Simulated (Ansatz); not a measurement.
# RbMnF3 (Pm-3m): the cell at rest

Task: relax RbMnF3 (Pm-3m) tightly.

Main program and level: Ansatz 0.2.0; DFT PBEsol, scalar-relativistic, plane waves, PAW; PAW set soft_1.

### 1. The starting structure

Symmetry: Pm-3m, No. 221, cubic system. Conventional cell: a = 4.232 Å, b = 4.232 Å, c = 4.232 Å, α = 90.00°, β = 90.00°, γ = 90.00°. Rb has 12 F at 2.99 Å nearest. Mn has 6 F at 2.12 Å nearest. F has 2 Mn at 2.12 Å and 4 Rb at 2.99 Å nearest. Farther neighbours and most contacts between anions are not listed.

Coordinates:

```cif
data_structure
_symmetry_space_group_name_H-M 'P 1'
_symmetry_Int_Tables_number 1
_cell_length_a 4.2325
_cell_length_b 4.2325
_cell_length_c 4.2325
_cell_angle_alpha 90.000
_cell_angle_beta 90.000
_cell_angle_gamma 90.000
_cell_volume 75.82
loop_
_atom_site_label
_atom_site_type_symbol
_atom_site_fract_x
_atom_site_fract_y
_atom_site_fract_z
_atom_site_occupancy
Rb1 Rb 0.00000 0.00000 0.00000 1
Mn2 Mn 0.50000 0.50000 0.50000 1
F3 F 0.50000 0.00000 0.50000 1
F4 F 0.50000 0.50000 0.00000 1
F5 F 0.00000 0.50000 0.50000 1
```

### 2. A magnetic order at the starting cell, 5 atoms

Phonons depend on the magnetic state, so simple orders are compared first, at the starting cell. This run starts ferromagnetic.

input.yaml

```yaml
crystal:
  lattice:
    - [4.23247214, 0.0, 0.0]
    - [0.0, 4.23247214, 0.0]
    - [0.0, 0.0, 4.23247214]
  atoms:
    - { symbol: Rb, position: [0.0, 0.0, 0.0] }
    - { symbol: Mn, position: [0.5, 0.5, 0.5], spin: 4.0 }
    - { symbol: F, position: [0.5, 0.0, 0.5] }
    - { symbol: F, position: [0.5, 0.5, 0.0] }
    - { symbol: F, position: [0.0, 0.5, 0.5] }
kpoints:
  mp_grid: { grid: [8, 8, 8] }
hamiltonian:
  xc: pbesol
  pseudopotentials: { kind: paw, azcp: { folder: soft_1 }, xc_functional: pbe }
scf:
  occupations: { method: gaussian, width: 0.05 }
  max_iter: 100
output:
  forces: true
  stress: true
  eigenvalues: true
  populations: true
magnetization:
  spin_polarized: true
```

The run is started by

```bash
$ ansatz run input.yaml --threads 4 --pin off --max-ram 10240MiB --backend cpu --events-out ev --progress --plain --runs-dir out
```

Numbers of over 12 decimals in the logs are rounded to 6 here.

Log:

```text
Engine: ansatz 0.2.0, aarch64-unknown-linux-gnu
Pseudopotentials: kind: paw
Pseudopotential: Rb, paw, valence charge 9, recommended cutoff 420 eV (normal), soft_1/Rb.paw.azcp
Pseudopotential: Mn, paw, valence charge 15, recommended cutoff 420 eV (normal), soft_1/Mn.paw.azcp
Pseudopotential: F, paw, valence charge 7, recommended cutoff 420 eV (normal), soft_1/F.paw.azcp
[...]
k-point 34 ↓: bands = [... 19 lower, 3.0971, 10.0772, 10.0772, 10.0772, 11.5808, 11.5808, 12.8747, 12.8747, ... 3 higher]
--- Löwdin populations: 5 sites ---
  site symbol       q [e]    m [muB]
     0     Rb      8.1687     0.0028
     1     Mn     13.6184     4.7285
     2      F      7.6760     0.0817
     3      F      7.6760     0.0817
     4      F      7.6760     0.0817
  spilling = 0.004110 (of n_electrons = 45.000000)
[key lines of the parts left out:]
SCF converged after 10 iterations
Magnetization: 5.0000 μB (25.0000 up, 20.0000 down)
Free energy (F): -9491.219409 eV
Fermi energy:    8.347989 eV
P = ⅓ Tr σ = -0.4414 GPa (-4.414 kbar)
```

Run time: 4.3 s. Hardware: 4 threads of Arm Neoverse V1, shared host; peak memory 0.45 GiB.

This step gave:

```
magnetization          : 5 μB
absolute magnetization : 5.005 μB
site moments           : 7.96e-4, 4.172, 0.07542, 0.07542, 0.07542 μB
pressure               : -0.4414 GPa
gap on the k-mesh      : 1.372 eV
volume per atom        : 15.16 Å³
gap by spin            : 1.372, 6.116 eV
direct gap on mesh     : 2.054 eV
```

At this level the gap is 1.37 eV on the k-mesh of the self-consistent run, which can miss the band edges. The cell carries a net spin moment of 5.00 μB and an absolute one of 5.00 μB.

### 3. A magnetic order at the starting cell, 10 atoms

Phonons depend on the magnetic state, so simple orders are compared first, at the starting cell. This run starts antiferromagnetic, q = (0.5, 0.5, 0.5).

System of this step: RbMnF3 (Pm-3m). The structure is cubic, space group Pm-3m (No. 221). The conventional cell has a = 4.232 Å, b = 4.232 Å, c = 4.232 Å, α = 90.00°, β = 90.00°, γ = 90.00°. Rb has 12 F at 2.99 Å nearest. Nearest to Mn lie 6 F at 2.12 Å. Nearest to F lie 2 Mn at 2.12 Å and 4 Rb at 2.99 Å. Farther neighbours and most contacts between anions are not listed.

input.yaml, the sections that differ from step 2:

```yaml
crystal:
  lattice:
    - [4.23247214, 4.23247214, 0.0]
    - [4.23247214, 0.0, 4.23247214]
    - [4.23247214, 0.0, -4.23247214]
  atoms:
    - { symbol: Rb, position: [0.0, 0.0, 0.0] }
    - { symbol: Rb, position: [0.0, 0.5, 0.5] }
    - { symbol: Mn, position: [0.5, 0.25, 0.75], spin: 4.0 }
    - { symbol: Mn, position: [0.5, 0.75, 0.25], spin: -4.0 }
    - { symbol: F, position: [0.0, 0.5, 0.0] }
    - { symbol: F, position: [0.0, 0.0, 0.5] }
    - { symbol: F, position: [0.5, 0.0, 0.0] }
    - { symbol: F, position: [0.5, 0.5, 0.5] }
    - { symbol: F, position: [0.5, 0.0, 0.5] }
    - { symbol: F, position: [0.5, 0.5, 0.0] }
# kpoints, hamiltonian, scf, output, magnetization: as in step 2
```

Log:

```text
[...]
Crystal: 10 atoms, lattice volume = 151.639 Å³
Basis set: ecut = 420 eV, 2975 PW (Γ), exchange–correlation on 90×90×90 points (8 copies of the dense FFT grid, shifted against one another)
Bands: 59, of which v1, the nominal top of the filled ones, is band 45 counted from 1 (44 counted from 0)
Symmetry: 48 space group operations
[...]
site symbol       q [e]    m [muB]
     0     Rb      8.1679     0.0000
     1     Rb      8.1679     0.0000
     2     Mn     13.6364     4.6535
     3     Mn     13.6363    -4.6535
     4      F      7.6714     0.0000
     5      F      7.6714     0.0000
     6      F      7.6714     0.0000
     7      F      7.6714     0.0000
     8      F      7.6714     0.0000
     9      F      7.6714     0.0000
  spilling = 0.004036 (of n_electrons = 90.000000)
[key lines of the parts left out:]
SCF converged after 11 iterations
Magnetization: 0.0000 μB (45.0000 up, 45.0000 down)
Free energy (F): -18982.592114 eV
Fermi energy:    8.071937 eV
P = ⅓ Tr σ = -1.1473 GPa (-11.473 kbar)
```

The job ended after 15 s (4 threads; peak memory 0.8 GiB; 54 s of CPU time).

This step gave:

| Property | Result |
| --- | --- |
| absolute magnetization | 9.449 μB |
| pressure | -1.147 GPa |
| gap on the k-mesh | 2.625 eV |
| gap by spin | 2.625, 2.625 eV |
| direct gap on mesh | 2.783 eV |

At this level the gap is 2.62 eV on the k-mesh of the self-consistent run, which can miss the band edges. The cell carries a net spin moment of 0.00 μB and an absolute one of 9.45 μB, so the moments cancel.

### 4. A magnetic order at the starting cell, 10 atoms (run 2)

Phonons depend on the magnetic state, so simple orders are compared first, at the starting cell. This run starts antiferromagnetic, q = (0, 0, 0.5).

input.yaml, the sections that differ from step 3:

```yaml
crystal:
  lattice:
    - [4.23247214, 0.0, 0.0]
    - [0.0, 4.23247214, 0.0]
    - [0.0, 0.0, 8.46494428]
  atoms:
    - { symbol: Rb, position: [0.0, 0.0, 0.0] }
    - { symbol: Rb, position: [0.0, 0.0, 0.5] }
    - { symbol: Mn, position: [0.5, 0.5, 0.25], spin: 4.0 }
    - { symbol: Mn, position: [0.5, 0.5, 0.75], spin: -4.0 }
    - { symbol: F, position: [0.5, 0.0, 0.25] }
    - { symbol: F, position: [0.5, 0.0, 0.75] }
    - { symbol: F, position: [0.5, 0.5, 0.0] }
    - { symbol: F, position: [0.5, 0.5, 0.5] }
    - { symbol: F, position: [0.0, 0.5, 0.25] }
    - { symbol: F, position: [0.0, 0.5, 0.75] }
kpoints:
  mp_grid: { grid: [8, 8, 4] }
# hamiltonian, scf, output, magnetization: as in step 3
```

Log:

```text
[...]
Crystal: 10 atoms, lattice volume = 151.639 Å³
Basis set: ecut = 420 eV, 2965 PW (Γ), exchange–correlation on 60×60×120 points (8 copies of the dense FFT grid, shifted against one another)
Bands: 59, of which v1, the nominal top of the filled ones, is band 45 counted from 1 (44 counted from 0)
Symmetry: 16 space group operations
[...]
site symbol       q [e]    m [muB]
     0     Rb      8.1684     0.0000
     1     Rb      8.1684     0.0000
     2     Mn     13.6251     4.7018
     3     Mn     13.6251    -4.7018
     4      F      7.6753     0.0799
     5      F      7.6753    -0.0799
     6      F      7.6722     0.0000
     7      F      7.6722     0.0000
     8      F      7.6753     0.0799
     9      F      7.6753    -0.0799
  spilling = 0.004083 (of n_electrons = 90.000000)
[key lines of the parts left out:]
SCF converged after 11 iterations
Magnetization: 0.0000 μB (45.0000 up, 45.0000 down)
Free energy (F): -18982.494796 eV
Fermi energy:    8.465143 eV
P = ⅓ Tr σ = -0.6949 GPa (-6.949 kbar)
```

It took 14 s on 4 threads; peak memory 0.86 GiB; 56 s of CPU time.

The cell carries a net spin moment of 0.00 μB and an absolute one of 9.81 μB, so the moments cancel.

### 5. The orders compared

An antiferromagnetic start is carried into the relaxation if it ends more than 3 meV per atom below the ferromagnetic start.

Numbers from this step:

* start carried on: antiferromagnetic, q = (0.5, 0.5, 0.5)

Orders, by row:

```tsv
starting order	atoms	energy from the first start (meV/atom)	largest moment (μB)	gap on mesh (eV)	net moment of the cell (μB)	order kept
ferromagnetic	5	0	4.17	1.37	5	yes
antiferromagnetic, q = (0.5, 0.5, 0.5)	10	-15.3	4.11	2.62	0	yes
antiferromagnetic, q = (0, 0, 0.5)	10	-5.6	4.15	1.58	0	yes
```

The start carried on is the antiferromagnetic, q = (0.5, 0.5, 0.5) one.

### 6. A coarse first look

A quick single point on a coarse mesh tells whether the cell has a gap and how far it is from rest, which sets the k mesh and smearing that follow.

input.yaml, the sections that differ from step 4:

```yaml
crystal:
  lattice:
    - [4.23247214, 4.23247214, 0.0]
    - [4.23247214, 0.0, 4.23247214]
    - [4.23247214, 0.0, -4.23247214]
  atoms:
    - { symbol: Rb, position: [0.0, 0.0, 0.0] }
    - { symbol: Rb, position: [0.0, 0.5, 0.5] }
    - { symbol: Mn, position: [0.5, 0.25, 0.75], spin: 4.0 }
    - { symbol: Mn, position: [0.5, 0.75, 0.25], spin: -4.0 }
    - { symbol: F, position: [0.0, 0.5, 0.0] }
    - { symbol: F, position: [0.0, 0.0, 0.5] }
    - { symbol: F, position: [0.5, 0.0, 0.0] }
    - { symbol: F, position: [0.5, 0.5, 0.5] }
    - { symbol: F, position: [0.5, 0.0, 0.5] }
    - { symbol: F, position: [0.5, 0.5, 0.0] }
kpoints:
  mp_grid: { grid: [4, 4, 4] }
scf:
  occupations: { method: gaussian, width: 0.1 }
  lower_state_search: "off"
# hamiltonian, output, magnetization: as in step 4
```

Log:

```text
[...]
Crystal: 10 atoms, lattice volume = 151.639 Å³
Basis set: ecut = 420 eV, 2975 PW (Γ), exchange–correlation on 90×90×90 points (8 copies of the dense FFT grid, shifted against one another)
Bands: 59, of which v1, the nominal top of the filled ones, is band 45 counted from 1 (44 counted from 0)
Symmetry: 48 space group operations
[...]
site symbol       q [e]    m [muB]
     0     Rb      8.1676     0.0000
     1     Rb      8.1676     0.0000
     2     Mn     13.6364     4.6535
     3     Mn     13.6364    -4.6535
     4      F      7.6714     0.0000
     5      F      7.6714     0.0000
     6      F      7.6714     0.0000
     7      F      7.6714     0.0000
     8      F      7.6714     0.0000
     9      F      7.6714     0.0000
  spilling = 0.004036 (of n_electrons = 90.000000)
[key lines of the parts left out:]
SCF converged after 13 iterations
Magnetization: 0.0000 μB (45.0000 up, 45.0000 down)
Free energy (F): -18982.591563 eV
Fermi energy:    8.075731 eV
P = ⅓ Tr σ = -1.1479 GPa (-11.479 kbar)
```

The job ended after 5.1 s (4 threads; peak memory 0.62 GiB).

This step gave:

* absolute magnetization: 9.449 μB
* pressure: -1.148 GPa
* gap on the k-mesh: 2.624 eV
* gap by spin: 2.625, 2.624 eV
* direct gap on mesh: 2.782 eV

The coarse mesh shows a gap of 2.62 eV and a pressure of -1.1 GPa.

(Part 1 of 2 ends here.)

[Logs are printed without paths, hosts, clocks, repeated set-up lines and the standing remarks that a program may print on its own settings, such as how far it seeks lower states.]

[Hosts, paths, dates, database ids (printed as entryN), source tags and the programs' standing remarks are cut or masked in the printed files.]
